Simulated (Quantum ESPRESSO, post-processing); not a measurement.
# Ba(100), 5 layers: cutoff convergence, part 3 of 3

Which setting serves for Ba(100), 5 layers? The runs below step through one kind of setting.

Quantum ESPRESSO 7.5; plane-wave DFT, PBE, SSSP efficiency pseudopotentials.

So far. Step 5 (SCF with pw.x: ecutwfc 38 Ry, ecutrho 304 Ry): Counted from each run's own zero (the Fermi level), the vacuum level differs from the first run's by -1 meV. Step 6 (Self-consistent run: ecutwfc 31 Ry, ecutrho 248 Ry): Counted from each run's own zero (the Fermi level), the vacuum level differs from the first run's by +2 meV.

### 7. Ground state: ecutwfc 25 Ry, ecutrho 200 Ry

Contents of c5.in:

```
&control
  prefix = 'c5'
  outdir = './out'
  pseudo_dir = './pseudo'
  calculation = 'scf'
  tprnfor = .true.
/
&system
  ibrav = 0
  nat = 5
  ntyp = 1
  ecutwfc = 25
  ecutrho = 200
  occupations = 'smearing'
  smearing = 'mv'
  degauss = 0.02
  assume_isolated = 'esm'
  esm_bc = 'bc1'
/
&electrons
  conv_thr = 1e-07
  mixing_beta = 0.4
  electron_maxstep = 120
  mixing_mode = 'local-TF'
/
ATOMIC_SPECIES
  Ba  137.3270  Ba.pbe-spn-kjpaw_psl.1.0.0.UPF
CELL_PARAMETERS angstrom
  5.02000000000000 0.00000000000000 0.00000000000000
  0.00000000000000 5.02000000000000 0.00000000000000
  0.00000000000000 0.00000000000000 26.04000000000000
ATOMIC_POSITIONS crystal
  Ba  0.000000000000 0.000000000000 -0.192780337942
  Ba  0.500000000000 0.500000000000 -0.096390168971
  Ba  0.000000000000 0.000000000000 0.000000000000
  Ba  0.500000000000 0.500000000000 0.096390168971
  Ba  0.000000000000 0.000000000000 0.192780337942
K_POINTS automatic
  6 6 1 0 0 0
```

On the command line:

```console
OMP_NUM_THREADS=1 mpirun -n 4 pw.x -nk 2 -in c5.in > c5.out
```

What it wrote:

```text
[banner, memory and clock lines left out]
Program PWSCF v.7.5 starts
[...]
Message from routine setup:
[...]
number of electrons       =        50.00
     number of Kohn-Sham states=           30
     kinetic-energy cutoff     =      25.0000  Ry
     charge density cutoff     =     200.0000  Ry
[...]
number of k points=    10  Marzari-Vanderbilt smearing, width (Ry)=  0.0200
[...]
Dense  grid:   211645 G-vectors     FFT dimensions: (  45,  45, 225)
[...]
negative rho (up, down):  1.832E-04 0.000E+00
     Starting wfcs are   25 randomized atomic wfcs +    5 random wfcs
[...]
negative rho (up, down):  6.128E-07 0.000E+00
[...]
estimated scf accuracy    <       0.81337847 Ry
[...]
negative rho (up, down):  1.246E-03 0.000E+00
[...]
estimated scf accuracy    <       0.37069506 Ry
[...]
negative rho (up, down):  2.081E-02 0.000E+00
[...]
estimated scf accuracy    <       0.18369781 Ry
[...]
estimated scf accuracy    <       0.08101471 Ry
[...]
negative rho (up, down):  6.753E-02 0.000E+00
[...]
estimated scf accuracy    <       0.06101073 Ry
[...]
negative rho (up, down):  1.491E-05 0.000E+00
[...]
estimated scf accuracy    <       0.10648298 Ry
[...]
negative rho (up, down):  2.408E-01 0.000E+00
[...]
estimated scf accuracy    <       0.18536215 Ry
[...]
negative rho (up, down):  2.306E-01 0.000E+00
[...]
estimated scf accuracy    <       0.02398350 Ry
[...]
negative rho (up, down):  3.792E-02 0.000E+00
[...]
estimated scf accuracy    <       0.04676435 Ry
[...]
negative rho (up, down):  1.071E-02 0.000E+00
[...]
estimated scf accuracy    <       0.06055576 Ry
[...]
negative rho (up, down):  2.186E-02 0.000E+00
[...]
estimated scf accuracy    <       0.04745921 Ry
[...]
negative rho (up, down):  8.466E-03 0.000E+00
[...]
estimated scf accuracy    <       0.09310287 Ry
[...]
negative rho (up, down):  7.903E-03 0.000E+00
[...]
estimated scf accuracy    <       0.08124717 Ry
[...]
negative rho (up, down):  3.114E-03 0.000E+00
[...]
estimated scf accuracy    <       0.07177643 Ry
[...]
negative rho (up, down):  6.600E-03 0.000E+00
[...]
estimated scf accuracy    <       0.05596860 Ry
[...]
negative rho (up, down):  2.277E-03 0.000E+00
[...]
estimated scf accuracy    <       0.07104518 Ry
[...]
negative rho (up, down):  1.386E-02 0.000E+00
[...]
estimated scf accuracy    <       0.07259604 Ry
[...]
negative rho (up, down):  3.848E-03 0.000E+00
[...]
estimated scf accuracy    <       0.02586788 Ry
[...]
negative rho (up, down):  3.926E-03 0.000E+00
[...]
estimated scf accuracy    <       0.00177181 Ry
[...]
negative rho (up, down):  6.968E-04 0.000E+00
[...]
estimated scf accuracy    <       0.02351945 Ry
[...]
negative rho (up, down):  1.679E-03 0.000E+00
[...]
estimated scf accuracy    <       0.00227383 Ry
[...]
negative rho (up, down):  3.325E-05 0.000E+00
[...]
estimated scf accuracy    <       0.00096966 Ry
[...]
negative rho (up, down):  1.198E-05 0.000E+00
[...]
estimated scf accuracy    <       0.00009087 Ry
[...]
negative rho (up, down):  8.188E-05 0.000E+00
[...]
estimated scf accuracy    <       0.00157265 Ry
[...]
negative rho (up, down):  4.967E-04 0.000E+00
[...]
estimated scf accuracy    <       0.00019199 Ry
[...]
negative rho (up, down):  7.518E-05 0.000E+00
[...]
estimated scf accuracy    <       0.00012639 Ry
[...]
negative rho (up, down):  1.794E-04 0.000E+00
[...]
estimated scf accuracy    <       0.00001836 Ry
[...]
negative rho (up, down):  5.327E-05 0.000E+00
[...]
estimated scf accuracy    <       0.00006770 Ry
[...]
negative rho (up, down):  2.265E-05 0.000E+00
[...]
estimated scf accuracy    <       0.00004057 Ry
[...]
negative rho (up, down):  5.405E-05 0.000E+00
[...]
estimated scf accuracy    <       0.00003805 Ry
[...]
negative rho (up, down):  2.053E-04 0.000E+00
[...]
estimated scf accuracy    <       0.00005597 Ry
[...]
negative rho (up, down):  2.111E-04 0.000E+00
[...]
estimated scf accuracy    <       0.00004721 Ry
[...]
negative rho (up, down):  7.847E-05 0.000E+00
[...]
estimated scf accuracy    <       0.00004601 Ry
[...]
negative rho (up, down):  1.601E-04 0.000E+00
[...]
estimated scf accuracy    <       0.00001806 Ry
[...]
negative rho (up, down):  1.296E-04 0.000E+00
[...]
estimated scf accuracy    <       0.00003625 Ry
[...]
negative rho (up, down):  1.221E-04 0.000E+00
[...]
estimated scf accuracy    <       0.00001742 Ry
[...]
negative rho (up, down):  4.497E-05 0.000E+00
[...]
estimated scf accuracy    <       0.00001175 Ry
[...]
negative rho (up, down):  4.765E-05 0.000E+00
[...]
estimated scf accuracy    <       0.00000109 Ry
[...]
negative rho (up, down):  3.180E-05 0.000E+00
[...]
estimated scf accuracy    <       0.00000333 Ry
[...]
negative rho (up, down):  2.709E-05 0.000E+00
[...]
estimated scf accuracy    <       0.00000019 Ry
[...]
negative rho (up, down):  3.440E-05 0.000E+00
[...]
estimated scf accuracy    <       0.00000095 Ry
[...]
negative rho (up, down):  4.204E-05 0.000E+00
[...]
the Fermi energy is    -2.3668 ev
!    total energy              =   -2180.82491621 Ry
[...]
estimated scf accuracy    <       0.00000010 Ry
     smearing contrib. (-TS)   =      -0.00059121 Ry
     internal energy E=F+TS    =   -2180.82432501 Ry
[...]
one-electron contribution =    2673.12583835 Ry
     hartree contribution      =   -1337.09424861 Ry
     xc contribution           =    -100.62813809 Ry
     ewald contribution        =   -1541.46421031 Ry
[...]
convergence has been achieved in  42 iterations
     negative rho (up, down):  4.204E-05 0.000E+00
[...]
Total force =     0.007252     Total SCF correction =     0.000293
[...]
```

Wall time 81 s (4 MPI ranks of Arm Neoverse V2, shared host); peak memory 1.1 GiB; 5.4 min of CPU time.

Numbers from this step:

```
free energy                                                    : -29671.6346 eV
Fermi energy                                                   : -2.367 eV
vacuum line at the lower end of the cell, over the Fermi level : 2.367 eV
vacuum line at the upper end of the cell, over the Fermi level : 2.367 eV
```

The program's own clock; routines nest. Time by routine:

```tsv
routine	wall time (s)	calls
PWSCF	80.06	1
electrons	78.37	1
c_bands	37.88	42
cegterg	32.02	210
h_psi	19.84	1720
fftw	13.77	41224
vloc_psi	13.53	1720
sum_band	11.8	42
PAW_pot	11.07	43
newd	7.58	43
mix_rho	6.69	42
calbec	4.2	1950
v_of_rho	3.67	43
h_psi:calbec	3.13	1720
```

Counted from each run's own zero (the Fermi level), the vacuum level differs from the first run's by +5 meV.

### 8. Self-consistent run: ecutwfc 20 Ry, ecutrho 160 Ry

c6.in is the input of step 7 with these lines changed:

```diff
@@ -1,3 +1,3 @@
 &control
-  prefix = 'c5'
+  prefix = 'c6'
   outdir = './out'
@@ -11,4 +11,4 @@
   ntyp = 1
-  ecutwfc = 25
-  ecutrho = 200
+  ecutwfc = 20
+  ecutrho = 160
   occupations = 'smearing'
```

On the command line:

```console
OMP_NUM_THREADS=1 mpirun -n 4 pw.x -nk 2 -in c6.in > c6.out
```

What it wrote:

```text
[banner, memory and clock lines left out]
Program PWSCF v.7.5 starts

          URL

     file Ba.pbe-spn-kjpaw_psl.1.0.0.UPF: wavefunction(s)  5S 6S renormalized
     Message from routine setup:
     using ibrav=0 with symmetry is DISCOURAGED, use correct ibrav instead

     bravais-lattice index     =            0
     lattice parameter (alat)  =       9.4864  a.u.
     unit-cell volume          =    4428.3814 (a.u.)^3
     number of atoms/cell      =            5
     number of atomic types    =            1
     number of electrons       =        50.00
     number of Kohn-Sham states=           30
     kinetic-energy cutoff     =      20.0000  Ry
     charge density cutoff     =     160.0000  Ry
     scf convergence threshold =      1.0E-07
     mixing beta               =       0.4000
     number of iterations used =            8  local-TF  mixing
     Exchange-correlation= SLA  PW   PBX  PBC
                           (   1   4   3   4   0   0   0)

     Effective Screening Medium Method
     Boundary Conditions: Vacuum-Slab-Vacuum
     total charge in unit cell        =   0.0000
     grid points for fit at edges     =        4

     celldm(1)=   9.486425  celldm(2)=   0.000000  celldm(3)=   0.000000
     celldm(4)=   0.000000  celldm(5)=   0.000000  celldm(6)=   0.000000

     crystal axes: (cart. coord. in units of alat)
               a(1) = (   1.000000   0.000000   0.000000 )
               a(2) = (   0.000000   1.000000   0.000000 )
               a(3) = (   0.000000   0.000000   5.187251 )

     reciprocal axes: (cart. coord. in units 2 pi/alat)
               b(1) = (  1.000000  0.000000  0.000000 )
               b(2) = (  0.000000  1.000000  0.000000 )
               b(3) = (  0.000000  0.000000  0.192780 )

     PseudoPot. # 1 for Ba read from file:
     ./pseudo/Ba.pbe-spn-kjpaw_psl.1.0.0.UPF
     Pseudo is Projector augmented-wave + core cor, Zval = 10.0
     Generated using "atomic" code by A. Dal Corso  v.5.1
     Shape of augmentation charge: PSQ
     Using radial grid of 1251 points,  7 beta functions with:
                l(1) =   0
                l(2) =   0
                l(3) =   0
                l(4) =   1
                l(5) =   1
                l(6) =   2
                l(7) =   2
     Q(r) pseudized with 0 coefficients

     atomic species   valence    mass     pseudopotential
     Ba               10.00   137.32700     Ba( 1.00)

     16 Sym. Ops., with inversion, found

   Cartesian axes

     site n.     atom                  positions (alat units)
         1        Ba     tau(   1) = (   0.0000000   0.0000000  -1.0000000  )
         2        Ba     tau(   2) = (   0.5000000   0.5000000  -0.5000000  )
         3        Ba     tau(   3) = (   0.0000000   0.0000000   0.0000000  )
         4        Ba     tau(   4) = (   0.5000000   0.5000000   0.5000000  )
[...]
total energy              =   -2180.82289156 Ry
     estimated scf accuracy    <       0.00000357 Ry

     iteration #112     ecut=    20.00 Ry     beta= 0.40
     Davidson diagonalization with overlap
     ethr =  2.72E-10,  avg # of iterations =  8.8

     negative rho (up, down):  2.827E-04 0.000E+00

     total energy              =   -2180.82289678 Ry
     estimated scf accuracy    <       0.00000067 Ry

     iteration #113     ecut=    20.00 Ry     beta= 0.40
     Davidson diagonalization with overlap
     ethr =  2.72E-10,  avg # of iterations =  5.5

     negative rho (up, down):  2.890E-04 0.000E+00

     total energy              =   -2180.82289595 Ry
     estimated scf accuracy    <       0.00000213 Ry

     iteration #114     ecut=    20.00 Ry     beta= 0.40
     Davidson diagonalization with overlap
     ethr =  2.72E-10,  avg # of iterations =  1.0

     negative rho (up, down):  2.659E-04 0.000E+00

     total energy              =   -2180.82289684 Ry
     estimated scf accuracy    <       0.00000196 Ry

     iteration #115     ecut=    20.00 Ry     beta= 0.40
     Davidson diagonalization with overlap
     ethr =  2.72E-10,  avg # of iterations =  2.3

     negative rho (up, down):  2.637E-04 0.000E+00

     total energy              =   -2180.82289724 Ry
     estimated scf accuracy    <       0.00000199 Ry

     iteration #116     ecut=    20.00 Ry     beta= 0.40
     Davidson diagonalization with overlap
     ethr =  2.72E-10,  avg # of iterations =  1.0

     negative rho (up, down):  2.778E-04 0.000E+00

     total energy              =   -2180.82289664 Ry
     estimated scf accuracy    <       0.00000198 Ry

     iteration #117     ecut=    20.00 Ry     beta= 0.40
     Davidson diagonalization with overlap
     ethr =  2.72E-10,  avg # of iterations =  1.0

     negative rho (up, down):  2.692E-04 0.000E+00

     total energy              =   -2180.82289713 Ry
     estimated scf accuracy    <       0.00000185 Ry

     iteration #118     ecut=    20.00 Ry     beta= 0.40
     Davidson diagonalization with overlap
     ethr =  2.72E-10,  avg # of iterations =  1.0

     negative rho (up, down):  2.836E-04 0.000E+00

     total energy              =   -2180.82289614 Ry
     estimated scf accuracy    <       0.00000181 Ry

     iteration #119     ecut=    20.00 Ry     beta= 0.40
     Davidson diagonalization with overlap
     ethr =  2.72E-10,  avg # of iterations =  1.0

     negative rho (up, down):  2.844E-04 0.000E+00

     total energy              =   -2180.82289605 Ry
     estimated scf accuracy    <       0.00000173 Ry

     iteration #120     ecut=    20.00 Ry     beta= 0.40
     Davidson diagonalization with overlap
     ethr =  2.72E-10,  avg # of iterations =  1.0

     negative rho (up, down):  2.925E-04 0.000E+00

     total energy              =   -2180.82289537 Ry
     estimated scf accuracy    <       0.00000175 Ry

     End of self-consistent calculation

     convergence NOT achieved after 120 iterations: stopping

     XML data file, charge density

                                        0.00s GPU  (    3461 calls)

Note: The following floating-point exceptions are signalling: IEEE_DIVIDE_BY_ZERO IEEE_UNDERFLOW_FLAG
Note: The following floating-point exceptions are signalling: IEEE_DIVIDE_BY_ZERO IEEE_UNDERFLOW_FLAG
Note: The following floating-point exceptions are signalling: IEEE_DIVIDE_BY_ZERO IEEE_UNDERFLOW_FLAG
Note: The following floating-point exceptions are signalling: IEEE_DIVIDE_BY_ZERO IEEE_UNDERFLOW_FLAG
```

Run time: 3 min. Hardware: 4 MPI ranks; peak memory 0.82 GiB.

The run ended without convergence. The estimated SCF accuracy went from 0.732 Ry in the first cycle kept to 1.4e-07 Ry at best and 1.75e-06 Ry in the last.

More iterations help only where the error still falls; otherwise the mixing, the start or the set-up has to change.

### 9. The series side by side

All levels:

```tsv
level	vacuum level over the Fermi level (eV)	its change from the first (meV)	energy from the first (meV an atom)	SCF iterations	wall time (s)	peak memory (GiB)	CPU time (s)
ecutwfc 68 Ry, ecutrho 544 Ry	2.362	0	0	64	577.5	4.2	2309
ecutwfc 56 Ry, ecutrho 448 Ry	2.361	-0.8006	0.4618	44	301.2	3.19	1204
ecutwfc 45 Ry, ecutrho 360 Ry	2.362	-0.3012	1.606	51	277.2	2.33	1108
ecutwfc 38 Ry, ecutrho 304 Ry	2.361	-1.301	2.151	50	191.3	1.86	764.5
ecutwfc 31 Ry, ecutrho 248 Ry	2.364	1.998	6.316	54	153.6	1.41	613.8
ecutwfc 25 Ry, ecutrho 200 Ry	2.367	4.898	10.32	42	80.61	1.09	322
```

### 10. Summary of results

| Quantity | Value |
| --- | --- |
| vacuum level over the Fermi level, ecutwfc 68 Ry, ecutrho 544 Ry | 2.362 eV |
| cheapest step of the main series that, with all steps before it, keeps the vacuum level within 20 meV of the first | ecutwfc 25 Ry, ecutrho 200 Ry: +5 meV, 5.4 min of CPU time against 38 min |
| setting with the largest shift of the level | ecutwfc 25 Ry, ecutrho 200 Ry: +5 meV |

In words: The cheapest step of the main series that, with all steps before it, keeps the vacuum level within 20 meV of the first is ecutwfc 25 Ry, ecutrho 200 Ry: +5 meV, 5.4 min of CPU time against 38 min. Over the series the energy moves by up to 10.3 meV an atom and the vacuum level by up to 5 meV. Not converged within the cap on iterations or time: ecutwfc 20 Ry, ecutrho 160 Ry. The times come from a shared host and are rough. Peak memory is sampled during the run and can miss the peak. The geometry is as built, not relaxed.

[Logs are printed without paths, hosts, clocks, repeated set-up lines and the standing remarks that a program may print on its own settings, such as how far it seeks lower states.]

[Hosts, paths, dates, database ids (printed as entryN), source tags and the programs' standing remarks are cut or masked in the printed files.]

[Maps of the electrostatic potential energy from Ansatz leave out the sawtooth potential of an applied field or a dipole correction, so their vacuum need not be flat; planar profiles and work functions include it.]
